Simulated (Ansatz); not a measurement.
# F-GaN-H chair monolayer in a perpendicular field

Aim: how the F-GaN-H chair monolayer screens a field along its normal, and what the field does to its bands. A positive field points along +c.

Calculated with Ansatz 0.2.0; plane-wave DFT, PBE-D3(BJ), Ansatz PAW.

This is a report of a sequence of runs, with most program output left out.

**1. The starting structure**

The cell holds 4 atoms: 1 H, 1 N, 1 Ga and 1 F. Cell: a = 3.184 Å, b = 3.184 Å, c = 37.953 Å, α = 90.0°, β = 90.0°, γ = 120.0°. Vacuum lies along c.

As a file:

```
H N Ga F
1.0
     3.18450    0.00000    0.00000
    -1.59225    2.75786    0.00000
     0.00000    0.00000   37.95333
H N Ga F
1 1 1 1
Direct
  0.66667 0.33333 0.45451
  0.66667 0.33333 0.48138
  0.33333 0.66667 0.49833
  0.33333 0.66667 0.54549
```

**2. Relaxing the slab**

The starting cell is a guess, so the in-plane lattice and the atoms are relaxed first, with the slab cut off from its images along the normal.

Contents of input.yaml:

```yaml
crystal:
  lattice:
    - [3.1845, 0.0, 0.0]
    - [-1.59225, 2.7578578984, 0.0]
    - [0.0, 0.0, 37.9533333354]
  atoms:
    - { symbol: H, position: [0.6666666667, 0.3333333333, 0.4545055331] }
    - { symbol: "N", position: [0.6666666667, 0.3333333333, 0.4813806429] }
    - { symbol: Ga, position: [0.3333333333, 0.6666666667, 0.498331284] }
    - { symbol: F, position: [0.3333333333, 0.6666666667, 0.5454944669] }
  periodic: [true, true, false]
kpoints:
  mp_grid: { grid: [12, 12, 1] }
hamiltonian:
  xc: pbe
  dispersion: d3bj
scf:
  occupations: { method: fermi_dirac, width: 0.05 }
  convergence: { dr2_threshold: 1.0e-09 }
relax:
  f_tol: 0.004
  max_steps: 90
  cell: {}
output:
  write_potential: true
  write_density: true
  volumetric_format: npy
```

Run with:

```bash
> ansatz run input.yaml --threads 2 --pin off --max-ram 3072MiB --backend cpu --events-out ev --progress --plain --runs-dir out
```

Run time: 89 s. Hardware: 2 threads of Arm Neoverse N1, shared host; peak memory 0.61 GiB.

Step by step:

| step | energy less that of the first step (eV) | largest force component (eV/Å) | volume (Å³) |
| --- | --- | --- | --- |
| 1 | 0.0000 | 2.1169 | 333.32 |
| 2 | -0.0621 | 0.9340 | 338.56 |
| 3 | -0.0767 | 0.1417 | 344.74 |
| 4 | -0.0768 | 0.0087 | 345.40 |
| 5 | -0.0767 | 0.0020 | 345.58 |
| 6* | -0.0850 | 0.0013 | 345.58 |
| 7 | -0.0846 | 0.0021 | 346.64 |
| 8* | -0.0852 | 0.0020 | 346.64 |

Relaxation steps marked * repeat the geometry before them on a plane-wave basis chosen anew for their cell, so energy and pressure can jump there.

The run keeps the 6 symmetry operations that it works with, so distortions that break them were not tested.

| cell as run | before | after | change |
| --- | --- | --- | --- |
| a (Å) | 3.184 | 3.247 | +2.0 % |
| b (Å) | 3.184 | 3.247 | +2.0 % |

The atoms that moved most (Å, along periodic axes as changes of fractional coordinates times the final cell, across vacuum about the mean position):

```csv
atom,dx,dy,dz,length
Ga3,0.000,0.000,0.029,0.029
F4,0.000,0.000,-0.028,0.028
```

Final coordinates:

```cif
data_structure
_symmetry_space_group_name_H-M 'P 1'
_symmetry_Int_Tables_number 1
_cell_length_a 3.2475
_cell_length_b 3.2475
_cell_length_c 37.9533
_cell_angle_alpha 90.000
_cell_angle_beta 90.000
_cell_angle_gamma 120.000
_cell_volume 346.64
loop_
_atom_site_label
_atom_site_type_symbol
_atom_site_fract_x
_atom_site_fract_y
_atom_site_fract_z
_atom_site_occupancy
H1 H 0.66667 0.33333 0.45442 1
N2 N 0.66667 0.33333 0.48144 1
Ga3 Ga 0.33333 0.66667 0.49909 1
F4 F 0.33333 0.66667 0.54476 1
```

This step gave:

- gap on the k-mesh: 2.338 eV

The lattice constant a goes from 3.184 to 3.247 Å.

**3. Atoms held, field 0**

A sawtooth potential applies the field, turning back in the middle of the vacuum. With the dipole correction the typed value is the field outside the slab. The induced dipole is small, so the SCF threshold is tight.

The cell differs from the one that the last finished run ended in (c 37.953 → 21.429 Å).

Contents of input.yaml:

```yaml
crystal:
  lattice:
    - [3.247492291, 0.0, 0.0]
    - [-1.6237461455, 2.8124108226, 0.0]
    - [0.0, 0.0, 21.4285327342]
  atoms:
    - { symbol: H, position: [0.6666666667, 0.3333333333, 0.4200007584] }
    - { symbol: "N", position: [0.6666666667, 0.3333333333, 0.4678628101] }
    - { symbol: Ga, position: [0.3333333333, 0.6666666667, 0.4991230554] }
    - { symbol: F, position: [0.3333333333, 0.6666666667, 0.5799992416] }
kpoints:
  mp_grid: { grid: [18, 18, 1] }
  band_path:
    path: [[0, 0, 0], [0.5, 0, 0], [0.33333333, 0.33333333, 0], [0, 0, 0]]
    npoints: 16
hamiltonian:
  xc: pbe
  dispersion: d3bj
scf:
  occupations: { method: fermi_dirac, width: 0.02585 }
  convergence: { dr2_threshold: 1.0e-10 }
efield:
  axis: 3
  dipole_correction: true
  ramp_position: 0.97
  ramp_width: 0.06
  amplitude: 0
output:
  dos: { projected: true, e_range: [-6, 5] }
  write_potential: true
  write_density: true
  volumetric_format: npy
  elf: true
```

Wall time 19 s (2 threads); peak memory 0.52 GiB.

This step gave:

- gap on the k-mesh: 2.339 eV
- dipole along the normal: -0.3671 e·Å
- gap along the path: 2.339 eV
- smallest direct gap along the path: 2.339 eV
- step between the vacuum levels: 7.274 eV
- ionisation energy, upper face: 11.00 eV
- electron affinity, upper face: 8.657 eV
- ionisation energy, lower face: 3.722 eV
- gap, the smaller of path and mesh: 2.339 eV

Running mean over a fixed 2.5 Å (it still follows the layers) of the planar mean; the ramp of the sawtooth is left out. Table of electron's electrostatic potential energy less the Fermi level by z:

z (Å), electron's electrostatic potential energy less the Fermi level (eV) and a bar from the least value:
```
     2.98       2.52 ###############
     3.42       2.52 ###############
     3.87       2.52 ###############
     4.17       2.52 ###############
     4.61       2.52 ###############
     5.06       2.52 ###############
     5.51       2.52 ###############
     5.95       2.52 ###############
     6.25       2.51 ###############
     6.70       2.50 ###############
     7.14       2.46 ###############
     7.59       2.25 ###############
     8.04       1.82 ##############
     8.48       1.08 ############
     8.78      -0.18 ##########
     9.23      -2.45 #####
     9.67      -4.12 ##
    10.12      -5.04 
    10.57      -4.75 #
    10.86      -4.38 #
    11.31      -2.92 ####
    11.76      -0.24 ##########
    12.20       2.62 ###############
    12.65       5.02 ####################
    12.95       6.05 ######################
    13.39       7.29 #########################
    13.84       8.75 ############################
    14.29       9.64 ##############################
    14.73       9.77 ##############################
    15.18       9.79 ##############################
    15.48       9.79 ##############################
    15.92       9.79 ##############################
    16.37       9.79 ##############################
    16.82       9.79 ##############################
    17.26       9.79 ##############################
    17.56       9.79 ##############################
    18.01       9.79 ##############################
    18.45       9.79 ##############################
```

The density of states has structure finer than the step of the table below, so its rows give means over 0.2 eV, whole bins alone (the curve runs from -6 to 3.13 eV). Peaks (eV: height): -2.94: 20.8, -2.03: 8.89, -1.40: 9.07.

The density of states by energy, zero at the Fermi level of the run, which the smearing sets inside the gap; means over each step:

| energy (eV) | density of states (states/eV a cell) |
| --- | --- |
| -5.8 | 1.15 |
| -5.6 | 0.819 |
| -5.4 | 0.647 |
| -5.2 | 0.558 |
| -5.0 | 0.467 |
| -4.8 | 0.656 |
| -4.6 | 0.704 |
| -4.4 | 0.753 |
| -4.2 | 0.765 |
| -4.0 | 0.817 |
| -3.8 | 0.890 |
| -3.6 | 0.985 |
| -3.4 | 1.21 |
| -3.2 | 1.74 |
| -3.0 | 6.97 |
| -2.8 | 4.08 |
| -2.6 | 1.34 |
| -2.4 | 0.954 |
| -2.2 | 3.21 |
| -2.0 | 5.16 |
| -1.8 | 2.52 |
| -1.6 | 3.47 |
| -1.4 | 5.79 |
| -1.2 | 1.52 |
| -1.0 | 0 |
| -0.8 | 0 |
| -0.6 | 0 |
| -0.4 | 0 |
| -0.2 | 0 |
| 0.0 | 0 |
| 0.2 | 0 |
| 0.4 | 0 |
| 0.6 | 0 |
| 0.8 | 0 |
| 1.0 | 0 |
| 1.2 | 0.118 |
| 1.4 | 0.216 |
| 1.6 | 0.267 |
| 1.8 | 0.311 |
| 2.0 | 0.347 |
| 2.2 | 0.375 |
| 2.4 | 0.399 |
| 2.6 | 0.441 |
| 2.8 | 0.683 |
| 3.0 | 0.722 |

Projected DOS per atom over height of the atomic layer and energy from the Fermi level. Layers: H N Ga F from below.

Ten even steps from '0' (0.00 states/eV) to '9' (3.34 states/eV), each cell a mean:
```
0000
0000
0000
0000
0000
0000
0000
0000
0000
0000
0105
0009
0109
0200
0419
0201
0100
0100
0100
0100
0100
0200
```
Columns: height of the atomic layer (Å) from 9 to 12.4 (not evenly spaced); rows upwards: energy from the Fermi level (eV) from -5.96 to 3.13.

Electronic bands along the path, in eV, zero at the Fermi level of the run, which the smearing sets inside the gap:

```
  point  band 10  band 11  band 12  band 13  band 14  band 15  band 16  band 17
      Γ    -1.86    -1.86    -1.20    -1.20     1.14     2.65     3.48     5.00
halfway    -2.89    -2.48    -1.85    -1.31     2.58     4.07     4.75     5.96
      M    -3.02    -3.01    -2.25    -1.40     4.36     5.35     6.16     6.98
halfway    -3.97    -2.94    -2.13    -1.61     5.30     5.71     6.55     7.20
      K    -4.89    -2.94    -1.95    -1.89     6.45     6.72     6.73     6.85
halfway    -3.12    -2.79    -1.83    -1.44     2.99     4.52     5.18     6.23
      Γ    -1.86    -1.86    -1.20    -1.20     1.14     2.65     3.48     5.00
```

Electrostatic potential energy in the ca plane at fractional y = 0.333, with atoms of H and N within 0.2 Å of it. With pseudopotentials it is smooth inside the atoms' cores, unlike the true potential.

Ten even steps from '0' (-27 eV) to '9' (5 eV), each cell a mean:
```
99888888888888888888777556778999999999999999
99888888888888888887432003788999999999999999
99888888888888888876000001788999999999999999
99888888888888888887542004788999999999999999
99888888888888888888777656778999999999999999
99888888888888888888888765568899999999999999
99888888888888888888888754468899999999999999
99888888888888888888888765578999999999999999
```
Columns run along c (16.0 Å, from fractional 0.07 to 0.82 of the cell; values clipped at the 3rd and 97th percentile), rows up along a (3.2 Å). Atoms in or near the plane, at fractional coordinates: H at (0.42, 0.67), N at (0.47, 0.67).

ELF in the ca plane at fractional y = 0.333, with atoms of H and N within 0.2 Å of it. It is the smooth field of the valence electrons, not physical close to the nuclei.

Ten even steps from '0' (0.00) to '9' (0.99), each cell a mean:
```
00000000000000002455677520011100000000000000
00000000000000036898757740000000000000000000
00000000000000137999724740000000000000000000
00000000000000026898767740000000000000000000
00000000000000002344577520012100000000000000
00000000000000000001232211245420000000000000
00000000000000000000111111356531000000000000
00000000000000000001233211245420000000000000
```
Columns run along c (16.0 Å, from fractional 0.11 to 0.86 of the cell), rows up along a (3.2 Å). Atoms in or near the plane, at fractional coordinates: H at (0.42, 0.67), N at (0.47, 0.67).

Valence density in the ca plane at fractional y = 0.333, with atoms of H and N within 0.2 Å of it. It is the smooth field of the valence electrons, not physical close to the nuclei.

Values in e/Å³, 5 rows by 16 columns, each cell a mean:
```
0.0 0.0 0.0 0.0 0.0 0.0 0.0 0.3 1.2 0.5 0.1 0.0 0.0 0.0 0.0 0.0
0.0 0.0 0.0 0.0 0.0 0.0 0.0 1.0 3.0 1.0 0.0 0.0 0.0 0.0 0.0 0.0
0.0 0.0 0.0 0.0 0.0 0.0 0.0 0.3 1.2 0.5 0.1 0.0 0.0 0.0 0.0 0.0
0.0 0.0 0.0 0.0 0.0 0.0 0.0 0.0 0.2 0.3 0.2 0.1 0.0 0.0 0.0 0.0
0.0 0.0 0.0 0.0 0.0 0.0 0.0 0.0 0.2 0.3 0.2 0.1 0.0 0.0 0.0 0.0
```
Columns run along c (16.0 Å, from fractional 0.07 to 0.82 of the cell), rows up along a (3.2 Å). Atoms in or near the plane, at fractional coordinates: H at (0.42, 0.67), N at (0.47, 0.67).

The gap is 2.34 eV, with the valence edge 11.00 eV and the conduction edge 8.66 eV under the upper vacuum level.

**4. Single point, field 0.1 V/Å**

input.yaml, as its differences from that of step 3:

```diff
@@ -26,5 +26,4 @@
   ramp_width: 0.06
-  amplitude: 0
+  amplitude: 0.1
 output:
-  dos: { projected: true, e_range: [-6, 5] }
   write_potential: true
@@ -32,2 +31 @@
   volumetric_format: npy
-  elf: true
```

Run time: 22 s. Hardware: 2 threads; peak memory 0.49 GiB; 43 s of CPU time.

The dipole is -0.350 e·Å, 0.0171 e·Å from its value without field, and the gap 2.203 eV.

**5. Single point, field -0.1 V/Å**

input.yaml, as its differences from that of step 4:

```diff
@@ -26,3 +26,3 @@
   ramp_width: 0.06
-  amplitude: 0.1
+  amplitude: -0.1
 output:
```

Elapsed: 21 s, on 2 threads; peak memory 0.49 GiB; 41 s of CPU time.

The dipole is -0.384 e·Å, -0.0170 e·Å from its value without field, and the gap 2.459 eV.

**6. Response, atoms held**

This step: plane-wave DFT, PBE-D3(BJ), Ansatz PAW; response to a field along the normal, atoms held (Ansatz 0.2.0).

The dipoles give the slope, and the difference of two potentials shows where the field is screened.

This step gave:

- equivalent conductor thickness p/(ε₀AE): 3.375 Å
- distance between the outer atoms: 3.429 Å

Dipole of the cell against applied field:

| applied field (V/Å) | dipole of the cell (e·Å) |
| --- | --- |
| -0.1000 | -0.384 |
| 0.0000 | -0.367 |
| 0.1000 | -0.350 |

Local field over the applied field, running mean. From the potentials at -0.1 and 0.1 V/Å; running mean over 2.5 Å. The local field over applied field by z:

z (Å), local field over applied field and a bar from the least value:
```
     4.02       1.00 ##############################
     4.32       1.00 ##############################
     4.76       1.00 ##############################
     5.06       1.00 ##############################
     5.51       1.00 ##############################
     5.80       1.00 ##############################
     6.25       0.99 ##############################
     6.55       0.98 #############################
     6.85       0.97 #############################
     7.29       0.93 ###########################
     7.59       0.88 #########################
     8.04       0.77 #####################
     8.33       0.67 #################
     8.78       0.53 ############
     9.08       0.43 ########
     9.37       0.34 ####
     9.82       0.26 #
    10.12       0.24 
    10.57       0.24 
    10.86       0.25 
    11.31       0.28 ##
    11.61       0.32 ###
    12.05       0.42 #######
    12.35       0.49 ##########
    12.65       0.55 ############
    13.10       0.67 #################
    13.39       0.75 ####################
    13.84       0.86 #########################
    14.14       0.93 ###########################
    14.58       0.98 #############################
    14.88       0.99 ##############################
    15.18       1.00 ##############################
    15.62       1.00 ##############################
    15.92       1.00 ##############################
    16.37       1.00 ##############################
    16.67       1.00 ##############################
    17.11       1.00 ##############################
    17.41       1.00 ##############################
```

Electrons, planar mean, per unit field. Table of induced electron density by z:

```csv
z (Å),induced electron density (e/Å³ per V/Å)
4.02,4.2e-7
4.32,7.7e-7
4.76,1.8e-6
5.06,3.3e-6
5.51,8.7e-6
5.80,1.6e-5
6.25,4.1e-5
6.55,7.5e-5
6.85,1.4e-4
7.29,3.4e-4
7.59,6.1e-4
8.04,0.00139
8.33,0.00227
8.78,0.00362
9.08,0.00304
9.37,0.00132
9.82,6.0e-4
10.12,0.00148
10.57,-0.0021
10.86,-0.00284
11.31,3.9e-4
11.61,0.00163
12.05,-0.00102
12.35,-0.00104
12.65,-0.00250
13.10,-0.00343
13.39,-0.00198
13.84,-6.4e-4
14.14,-2.8e-4
14.58,-7.1e-5
14.88,-2.7e-5
15.18,-1.0e-5
15.62,-2.7e-6
15.92,-1.2e-6
16.37,2.6e-8
16.67,1.5e-7
17.11,-2.1e-7
17.41,-1.8e-7
```

The smaller of the gaps on the path and on the k-mesh, counted as 0 under 0.03 eV. Table of gap by applied field:

| applied field (V/Å) | gap (eV) |
| --- | --- |
| -0.1000 | 2.46 |
| 0.0000 | 2.34 |
| 0.1000 | 2.20 |

By hand: between -0.1 and 0.1 V/Å the dipole changes by 0.03407 e·Å, a slope of 0.1703 e·Å²/V. A perfect conductor of thickness t has p = ε₀AEt, so t = 180.95 × 0.1703 / 9.133 = 3.37 Å (e/ε₀ = 180.95 V·Å, A in Å²).

The induced dipole is that of a conductor 3.37 Å thick.

**7. Results**

| Quantity | Value |
| --- | --- |
| gap without field | 2.34 eV |
| ionisation energy, upper face | 11.0 eV |
| electron affinity, upper face | 8.66 eV |
| step between the vacuum levels | 7.27 eV |
| equivalent conductor thickness, atoms held | 3.37 Å |

In words: The induced dipole equals that of a perfect conductor 3.37 Å thick, while the outer atoms lie 3.43 Å apart; an out-of-plane ε follows only once a thickness t is chosen, by 1 − 1/ε = 3.37 Å / t. The two faces differ: the vacuum level above lies 7.27 eV higher than the one below. The gap goes from 2.34 eV to 2.46 eV at -0.1 V/Å. With the field reversed the gap is 2.20 eV at 0.1 V/Å. Semilocal functionals give gaps that are too small, and excitons are not included. Spin-orbit coupling is left out.

[Logs are printed without paths, hosts, clocks, repeated set-up lines and the standing remarks that a program may print on its own settings, such as how far it seeks lower states.]

[Hosts, paths, dates, database ids (printed as entryN), source tags and the programs' standing remarks are cut or masked in the printed files.]

[Maps of the electrostatic potential energy from Ansatz leave out the sawtooth potential of an applied field or a dipole correction, so their vacuum need not be flat; planar profiles and work functions include it.]

[The density of states shown here was stored with 400 of the rows of the run's finer table, so its peaks can read low, often by over a quarter, or be missed, and its means over a window can be off by a tenth or more.]
